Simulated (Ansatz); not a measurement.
# BN (F-43m): zone-centre modes under pressure

Aim: how do the optical modes of BN (F-43m) move with volume?

Program: Ansatz 0.2.0. Level of theory: DFT PBE, scalar-relativistic, plane waves, PAW; PAW set soft_1. Results are calculated unless marked as measured.

**1. Starting point**

Symmetry: F-43m, No. 216, cubic system. The conventional cell has a = 3.626 Å, b = 3.626 Å, c = 3.626 Å, α = 90.00°, β = 90.00°, γ = 90.00°. Nearest to B lie 4 N at 1.57 Å. N has 4 B at 1.57 Å nearest. Farther neighbours and most contacts between anions are not listed.

**2. Relaxation**

The cell and atoms are relaxed, since residual forces and stress would shift the frequencies.

input.yaml

```yaml
crystal:
  lattice:
    - [0.0, 1.813001, 1.813001]
    - [1.813001, 0.0, 1.813001]
    - [1.813001, 1.813001, 0.0]
  atoms:
    - { symbol: B, position: [0.0, 0.0, 0.0] }
    - { symbol: "N", position: [0.25, 0.25, 0.25] }
kpoints:
  mp_grid: { grid: [12, 12, 12] }
hamiltonian:
  xc: pbe
  pseudopotentials: { kind: paw, azcp: { folder: soft_1 } }
scf:
  occupations: { method: gaussian, width: 0.02 }
output:
  forces: true
  stress: true
  eigenvalues: true
  write_density: true
  write_potential: true
  elf: true
  volumetric_format: npy
relax:
  adjacent_minimum: "off"
  f_tol: 0.005
  max_steps: 80
  cell: { stress_tol: 0.05 }
```

Command:

```console
> ansatz run input.yaml --threads 4 --pin off --max-ram 10240MiB --backend cpu --events-out ev --progress --plain --runs-dir out
```

Numbers of over 12 decimals in the logs are rounded to 6 here.

Log:

```text
Engine: ansatz 0.2.0, aarch64-unknown-linux-gnu
Pseudopotentials: kind: paw
Pseudopotential: B, paw, valence charge 3, recommended cutoff 420 eV (normal), soft_1/B.paw.azcp
Pseudopotential: N, paw, valence charge 5, recommended cutoff 420 eV (normal), soft_1/N.paw.azcp
Functional definition: PBE
  parameter kappa = 0.804
  parameter beta = 0.066725
  exchange = pbe_x(kappa = kappa, mu = beta*pi^2/3)
  correlation = pbe_c(beta = beta)
Crystal: 2 atoms, lattice volume = 11.919 Å³
Basis set: ecut = 420 eV, 259 PW (Γ), exchange–correlation on 36×36×36 points (8 copies of the dense FFT grid, shifted against one another)
Bands: 8, of which v1, the nominal top of the filled ones, is band 4 counted from 1 (3 counted from 0)
Symmetry: 24 space group operations
Space group: F-43m (ITA 216), of the structure as read, at distance tolerance 2.3e-5 Å
k-points: 72 of 1728 (time reversal used)
Non-local potential: B, projectors of the file, l = 0: 2, l = 1: 2, l = 2: 1
Non-local potential: N, projectors of the file, l = 0: 2, l = 1: 2, l = 2: 1
PAW form: soft (Blöchl's): semilocal exchange-correlation on the pseudo side does not see the compensation charge
PAW one-centre angular grid: B, 110 points (default); XC on 64 Gauss nodes
PAW one-centre angular grid: N, 110 points (default); XC on 64 Gauss nodes
Initial density: superposition of atomic densities (chi_scale 0.1, normalization cell, long waves kept (reshape's long-wave potential 0.00 eV rms))
Initial wavefunctions: pseudopotential atomic-orbital guess
Functional: x = pbe(κ = 0.804, μ = 0.219515), c = pbe(β = 0.066725)
SCF iter   1: F=—  HF=-542.918902 eV  |F-HF|=—  |Δ(HF+E_count)|=         —  Δρ=1.43e-1  dr2=2.00e0  ethr=3.10e-3  ⟨swp⟩=4.6  Hψ=3690  notcnv=0
preconditioner: auto → none  [insulator: Δε(μ)=5.710 eV  Ē_g=20.190 eV  σ=0.020 eV  W_gap=1.00  n_scr=0 (ndim 8)  ℏωp=30.4 eV  f_vac=0.000  D(μ)=0.00/eV (n_scr^D=0)  ε∞_Penn≈3.3]
SCF iter   2: F=—  HF=-542.334845 eV  |F-HF|=—  |Δ(HF+E_count)|=   5.84e-1  Δρ=6.39e-2  dr2=2.66e-1  ethr=3.10e-3  ⟨swp⟩=2.0  Hψ=1710  notcnv=0
SCF iter   3: F=—  HF=-542.283183 eV  |F-HF|=—  |Δ(HF+E_count)|=   5.17e-2  Δρ=2.32e-2  dr2=3.82e-2  ethr=3.10e-3  ⟨swp⟩=3.0  Hψ=1069  notcnv=0
SCF iter   4: F=—  HF=-542.279910 eV  |F-HF|=—  |Δ(HF+E_count)|=   3.27e-3  Δρ=2.95e-3  dr2=3.70e-4  ethr=4.78e-4  ⟨swp⟩=3.0  Hψ=1152  notcnv=0
SCF iter   5: F=—  HF=-542.280051 eV  |F-HF|=—  |Δ(HF+E_count)|=   1.41e-4  Δρ=2.82e-4  dr2=4.61e-6  ethr=4.62e-6  ⟨swp⟩=3.0  Hψ=1075  notcnv=0
SCF iter   6: F=—  HF=-542.280051 eV  |F-HF|=—  |Δ(HF+E_count)|=   6.74e-7  Δρ=1.93e-5  dr2=1.10e-8  ethr=1.25e-9  ⟨swp⟩=6.8  Hψ=4028  notcnv=0
SCF iter   7: F=-542.280051 eV  HF=-542.280051 eV  |F-HF|=2.41e-10  |Δ(HF+E_count)|=   2.25e-8  Δρ=2.08e-6  dr2=4.50e-10  ethr=1.37e-10  ⟨swp⟩=4.2  Hψ=2596  notcnv=0
SCF 1 converged in 7 iterations: F = -542.280051 eV  dr2 = 4.50e-10
  greatest PAW one-centre occupation: 0.788 electrons in one spin orbital (limit 2), on the N atom at site 1 (counted from 0), in its partial waves of l = 0
relax step   1: F+E_penalty+E_count = -542.28005131 eV  Δ(F+E_penalty+E_count) = +0.000e0 eV  max|allowed force component| = 4.025e-16 eV/Å  Δτ_max = 0.0000 Å  P = -0.596 GPa  Ω = 11.919 Å³  (7 SCF iters, dr2 threshold 1.00e-7 eV, accepted)
Crystal: 2 atoms, lattice volume = 11.908 Å³
Initial density: handed on by an earlier stage of this run
Initial wavefunctions: those handed on with the density
iter 1 solved again at ethr=6.53e-8 eV; its pass at ethr=3.10e-3 eV (dr2=5.22e-6 eV) is discarded
SCF iter   1: F=—  HF=-542.280123 eV  |F-HF|=—  |Δ(HF+E_count)|=         —  Δρ=2.21e-4  dr2=5.08e-6  ethr=6.53e-8  ⟨swp⟩=1.0  Hψ=3974  notcnv=0
preconditioner: auto → none  [insulator: Δε(μ)=4.459 eV  Ē_g=19.892 eV  σ=0.020 eV  W_gap=1.00  n_scr=0 (ndim 8)  ℏωp=30.4 eV  f_vac=0.000  D(μ)=0.00/eV (n_scr^D=0)  ε∞_Penn≈3.3]
SCF iter   2: F=—  HF=-542.280122 eV  |F-HF|=—  |Δ(HF+E_count)|=   4.39e-7  Δρ=8.38e-5  dr2=6.50e-7  ethr=6.35e-8  ⟨swp⟩=2.4  Hψ=863  notcnv=0
SCF iter   3: F=-542.280122 eV  HF=-542.280122 eV  |F-HF|=1.82e-8  |Δ(HF+E_count)|=   1.15e-7  Δρ=2.90e-5  dr2=9.09e-8  ethr=2.50e-9  ⟨swp⟩=8.6  Hψ=3809  notcnv=0
SCF 2 converged in 3 iterations: F = -542.280122 eV  dr2 = 9.09e-8
relax step   2: F+E_penalty+E_count = -542.28012208 eV  Δ(F+E_penalty+E_count) = -7.077e-5 eV  max|allowed force component| = 9.714e-17 eV/Å  Δτ_max = 0.0000 Å  P = -0.252 GPa  Ω = 11.908 Å³  energy of the carried Pulay correction = +4.200e-5 eV  (3 SCF iters, dr2 threshold 2.00e-7 eV, accepted)
Crystal: 2 atoms, lattice volume = 11.900 Å³
iter 1 solved again at ethr=4.75e-8 eV; its pass at ethr=3.10e-3 eV (dr2=3.80e-6 eV) is discarded
SCF iter   1: F=—  HF=-542.280159 eV  |F-HF|=—  |Δ(HF+E_count)|=         —  Δρ=1.87e-4  dr2=3.71e-6  ethr=4.75e-8  ⟨swp⟩=1.0  Hψ=3972  notcnv=0
preconditioner: auto → none  [insulator: Δε(μ)=4.459 eV  Ē_g=19.902 eV  σ=0.020 eV  W_gap=1.00  n_scr=0 (ndim 8)  ℏωp=30.4 eV  f_vac=0.000  D(μ)=0.00/eV (n_scr^D=0)  ε∞_Penn≈3.3]
SCF iter   2: F=—  HF=-542.280159 eV  |F-HF|=—  |Δ(HF+E_count)|=   1.46e-8  Δρ=7.41e-5  dr2=4.98e-7  ethr=4.64e-8  ⟨swp⟩=2.2  Hψ=869  notcnv=0
SCF iter   3: F=-542.280159 eV  HF=-542.280159 eV  |F-HF|=1.32e-8  |Δ(HF+E_count)|=   6.65e-8  Δρ=2.56e-5  dr2=7.10e-8  ethr=1.99e-9  ⟨swp⟩=8.3  Hψ=3726  notcnv=0
SCF 3 converged in 3 iterations: F = -542.280159 eV  dr2 = 7.10e-8
relax step   3: F+E_penalty+E_count = -542.28015906 eV  Δ(F+E_penalty+E_count) = -3.698e-5 eV  max|allowed force component| = 1.712e-16 eV/Å  Δτ_max = 0.0000 Å  P = +0.002 GPa  Ω = 11.900 Å³  energy of the carried Pulay correction = +7.282e-5 eV  (3 SCF iters, dr2 threshold 1.59e-7 eV, accepted)
Initial wavefunctions: pseudopotential atomic-orbital guess (no wavefunctions were taken with the density)
iter 1 solved again at ethr=5.97e-9 eV; its pass at ethr=3.10e-3 eV (dr2=4.78e-7 eV) is discarded
SCF iter   1: F=—  HF=-542.280072 eV  |F-HF|=—  |Δ(HF+E_count)|=         —  Δρ=2.91e-5  dr2=7.03e-8  ethr=5.97e-9  ⟨swp⟩=3.0  Hψ=5473  notcnv=0
preconditioner: auto → none  [insulator: Δε(μ)=4.458 eV  Ē_g=19.902 eV  σ=0.020 eV  W_gap=1.00  n_scr=0 (ndim 8)  ℏωp=30.4 eV  f_vac=0.000  D(μ)=0.00/eV (n_scr^D=0)  ε∞_Penn≈3.3]
SCF iter   2: F=—  HF=-542.280073 eV  |F-HF|=—  |Δ(HF+E_count)|=   8.70e-7  Δρ=1.45e-5  dr2=1.25e-8  ethr=8.79e-10  ⟨swp⟩=2.0  Hψ=786  notcnv=0
SCF iter   3: F=—  HF=-542.280073 eV  |F-HF|=—  |Δ(HF+E_count)|=   4.29e-9  Δρ=5.15e-6  dr2=2.63e-9  ethr=1.57e-10  ⟨swp⟩=2.0  Hψ=848  notcnv=0
SCF iter   4: F=—  HF=-542.280073 eV  |F-HF|=—  |Δ(HF+E_count)|=  2.21e-10  Δρ=7.54e-7  dr2=2.06e-11  ethr=3.28e-11  ⟨swp⟩=2.3  Hψ=880  notcnv=0
SCF iter   5: F=-542.280073 eV  HF=-542.280073 eV  |F-HF|=1.14e-13  |Δ(HF+E_count)|=  2.97e-11  Δρ=6.65e-8  dr2=1.88e-13  ethr=1.00e-12  ⟨swp⟩=5.0  Hψ=1948  notcnv=0
SCF 4 converged in 5 iterations: F = -542.280073 eV  dr2 = 1.88e-13
relax step   4: F+E_penalty+E_count = -542.28007326 eV  Δ(F+E_penalty+E_count) = +8.581e-5 eV  max|allowed force component| = 1.249e-16 eV/Å  Δτ_max = 0.0000 Å  P = -0.009 GPa  Ω = 11.900 Å³  stress off target by 8.92e-3 GPa  SCF on the basis re-selected at this cell (its energy is not comparable with the rows above)  (5 SCF iters)
basis re-selected at this cell: Δ(F+E_penalty+E_count) = +8.581e-5 eV, ΔP = -0.011 GPa vs the last step (what re-selecting the basis moved, of the pressure what is left beyond the Pulay correction that the steps carried, after the strain that the cell walked since its last selection, with what the two solves' SCF thresholds leave and, on support functions, any second-order correction that the steps lacked; it is no m [...]
SCF converged after 5 iterations
Free energy (F): -542.280073 eV
Harris-Foulkes:  -542.280073 eV  (|F-HF|=1.14e-13)
Internal energy: -542.280073 eV  (E = F + TS)
E sigma→0 (E₀):  -542.280073 eV
Fermi energy:    13.277999 eV
--- Per-component energies (eV) ---
  E_band       = 25.697232
  E_kinetic    = 183.194976
  E_local      = -159.620885  (includes V_loc(G=0)·N_el)
  E_nonlocal   = 42.146191
  E_hartree    = 49.222986
  E_xc         = -93.114796
  E_vxc        = -115.141477  (∫ρ·V_xc dr)
  E_paw        = -206.623366  (= ΣΔE_a)
  E_vpaw       = -23.328534  (= ΣTr[D̂ρ^β])
  E_aug_tail   = 0.000993  (compensation charges beyond the density's cutoff)
  E_ewald      = -357.486171
  E_smearing   = -0.000000  (= −TS)
  E_closure    = 0.000000  (closes the sum)
  Σ components = -542.280073   (vs F -542.280073, Δ=0.00e0)
--- Forces (eV/Å), atoms counted from 1 ---
  atom   1  B      0.00000000    -0.00000000     0.00000000
  atom   2  N     -0.00000000     0.00000000    -0.00000000
  max |Σ_I F_I| component: 1.94e-16 eV/Å
--- Stress (GPa, compression-positive) ---
       -0.008919      -0.000000      -0.000000
       -0.000000      -0.008919      -0.000000
       -0.000000      -0.000000      -0.008919
  P = ⅓ Tr σ = -0.0089 GPa (-0.089 kbar)
--- Band table (eV; the first three rows and the last of 72) ---
  k-point 0: bands = ["-9.0986", "11.0489", "11.0489", "11.0489", "19.8382", "19.8382", "19.8382", "21.2486"]
  k-point 1: bands = ["-8.9304", "10.1414", "10.8699", "10.8699", "20.0322", "20.1098", "20.1098", "21.8237"]
  k-point 2: bands = ["-8.4323", "8.0532", "10.4339", "10.4339", "20.3228", "20.7414", "20.7414", "23.1684"]
  k-point 71: bands = ["-3.2542", "3.4952", "4.1428", "4.5989", "20.6211", "24.2515", "25.5071", "25.5896"]
--- Relaxed structure (3 steps of the walk, 3 accepted, 1 SCFs on fresh bases) ---
  F+E_penalty+E_count = -542.28007326 eV   max|allowed force component| = 1.249e-16 eV/Å   (the final SCF, on the basis selected at the relaxed cell)
  cell:  # Å, volume = 11.8997 Å³
    - [0, 1.812043, 1.812043]
    - [1.812043, 0, 1.812043]
    - [1.812043, 1.812043, 0]
  atoms:
    - { symbol: B, position: [0, 0, 0] }
    - { symbol: N, position: [0.25, 0.25, 0.25] }
```

Elapsed: 1.2 s, on 4 threads of Arm Neoverse V2, shared host; peak memory 0.27 GiB; 3.8 s of CPU time.

Little changed from the start: no atom moved by 0.005 Å and no cell edge by 0.1 %.

This step gave:

| Quantity | Value |
| --- | --- |
| pressure | -0.008919 GPa |
| gap on the k-mesh | 4.458 eV |
| volume per atom | 5.950 Å³ |

Electrostatic potential energy in the ac plane of a cell with a along [110], b along [-110] and c along [001] of the cube at fractional y = 0.000, with atoms of B and N within 0.2 Å of it. With pseudopotentials it is smooth inside the atoms' cores, unlike the true potential.

Ten even steps from '_' (-38 eV) to '@' (14 eV), each cell a mean:
```
..==**++****::..==**++****::
**##--__..**##**##--__..**##
@@%%--__..**@@@@%%--__..**@@
@@@@##++**%%@@@@@@##++**%%@@
@@@@@@@@@@@@@@@@@@@@@@@@@@@@
@@@@@@@@@@@@@@@@@@@@@@@@@@@@
%%@@@@@@@@@@@@%%@@@@@@@@@@@@
==**@@@@@@%%++==**@@@@@@%%++
..--%%@@@@++....--%%@@@@++..
```
Columns run along a (5.1 Å; values clipped at the 3rd and 97th percentile), rows up along c (3.6 Å), edges of the conventional cell, whose origin can differ from the input's. Atoms in or near the plane, at fractional coordinates: B at (0.50, 0.00), B at (0.00, 0.00), N at (0.75, 0.75), N at (0.25, 0.75).

Valence density in the ac plane of a cell with a along [110], b along [-110] and c along [001] of the cube at fractional y = 0.000, with atoms of B and N within 0.2 Å of it. It is the smooth field of the valence electrons, not physical close to the nuclei.

Ten even steps from '0' (0.1 e/Å³) to '9' (3.4 e/Å³), each cell a mean:
```
12344321234432
13799421379942
02698300269830
00253100025310
00010000001000
00000000000000
00000000000000
11000011100001
11101111110111
```
Columns run along a (5.1 Å), rows up along c (3.6 Å), edges of the conventional cell, whose origin can differ from the input's. Atoms in or near the plane, at fractional coordinates: B at (0.50, 0.00), B at (0.00, 0.00), N at (0.75, 0.75), N at (0.25, 0.75).

ELF in the ac plane of a cell with a along [110], b along [-110] and c along [001] of the cube at fractional y = 0.000, with atoms of B and N within 0.2 Å of it. It is the smooth field of the valence electrons, not physical close to the nuclei.

Ten even steps from '_' (0.03) to '@' (0.86), each cell a mean:
```
..%%@@%%@@@@==..%%@@%%@@@@==
==@@%%==**@@##==@@%%==**@@##
::**##--++%%==::**##--++%%==
__--##%%%%++..__--##%%%%++..
____--++==..______--++==..__
____________________________
--..______..::--..______..::
--::..__..::----::..__..::--
__--++++++==..__--++++++==..
```
Columns run along a (5.1 Å), rows up along c (3.6 Å), edges of the conventional cell, whose origin can differ from the input's. Atoms in or near the plane, at fractional coordinates: B at (0.50, 0.00), B at (0.00, 0.00), N at (0.75, 0.75), N at (0.25, 0.75).

In this step the volume went from 5.96 to 5.95 Å³/atom.

**3. Tight relaxation**

Phonons need small forces and stress, so the relaxation is finished with tight tolerances on 12×12×12 k points.

input.yaml, the sections that differ from step 2:

```yaml
crystal:
  lattice:
    - [0.0, 1.8120428309, 1.8120428309]
    - [1.8120428309, 0.0, 1.8120428309]
    - [1.8120428309, 1.8120428309, 0.0]
  atoms:
    - { symbol: B, position: [0.0, 0.0, 0.0] }
    - { symbol: "N", position: [0.25, 0.25, 0.25] }
scf:
  occupations: { method: fixed }
output:
  forces: true
  stress: true
  eigenvalues: true
relax:
  adjacent_minimum: "off"
  f_tol: 0.001
  max_steps: 60
  cell: { stress_tol: 0.01 }
# kpoints, hamiltonian: as in step 2
```

Log:

```text
[...]
Crystal: 2 atoms, lattice volume = 11.900 Å³
Basis set: ecut = 420 eV, 259 PW (Γ), exchange–correlation on 36×36×36 points (8 copies of the dense FFT grid, shifted against one another)
Bands: 8, of which v1, the nominal top of the filled ones, is band 4 counted from 1 (3 counted from 0)
Symmetry: 24 space group operations
[...]
k-points: 72 of 1728 (time reversal used)
[...]
P = ⅓ Tr σ = -0.0089 GPa (-0.089 kbar)
--- Band table (eV; the first three rows and the last of 72) ---
[...]
--- Relaxed structure (1 steps of the walk, 1 accepted, 1 SCFs on fresh bases) ---
[...]
cell:  # Å, volume = 11.8997 Å³
    - [0.0, 1.8120428309, 1.8120428309]
    - [1.8120428309, 0.0, 1.8120428309]
    - [1.8120428309, 1.8120428309, 0.0]
  atoms:
    - { symbol: B, position: [0.0, 0.0, 0.0] }
    - { symbol: N, position: [0.25, 0.25, 0.25] }
[key lines of the parts left out:]
SCF converged after 4 iterations
Free energy (F): -542.280073 eV
Fermi energy:    11.048871 eV
```

It took 0.6 s on 4 threads; peak memory 0.26 GiB; 1.9 s of CPU time.

Little changed from the start: no atom moved by 0.005 Å and no cell edge by 0.1 %.

Numbers from this step:

```
pressure : -0.008917 GPa
```

The forces vanish by symmetry and the pressure is -0.009 GPa, within the tolerances set. The cell now holds 5.95 Å³/atom.

(Part 1 of 3 ends here.)

[Logs are printed without paths, hosts, clocks, repeated set-up lines and the standing remarks that a program may print on its own settings, such as how far it seeks lower states.]

[Hosts, paths, dates, database ids (printed as entryN), source tags and the programs' standing remarks are cut or masked in the printed files.]
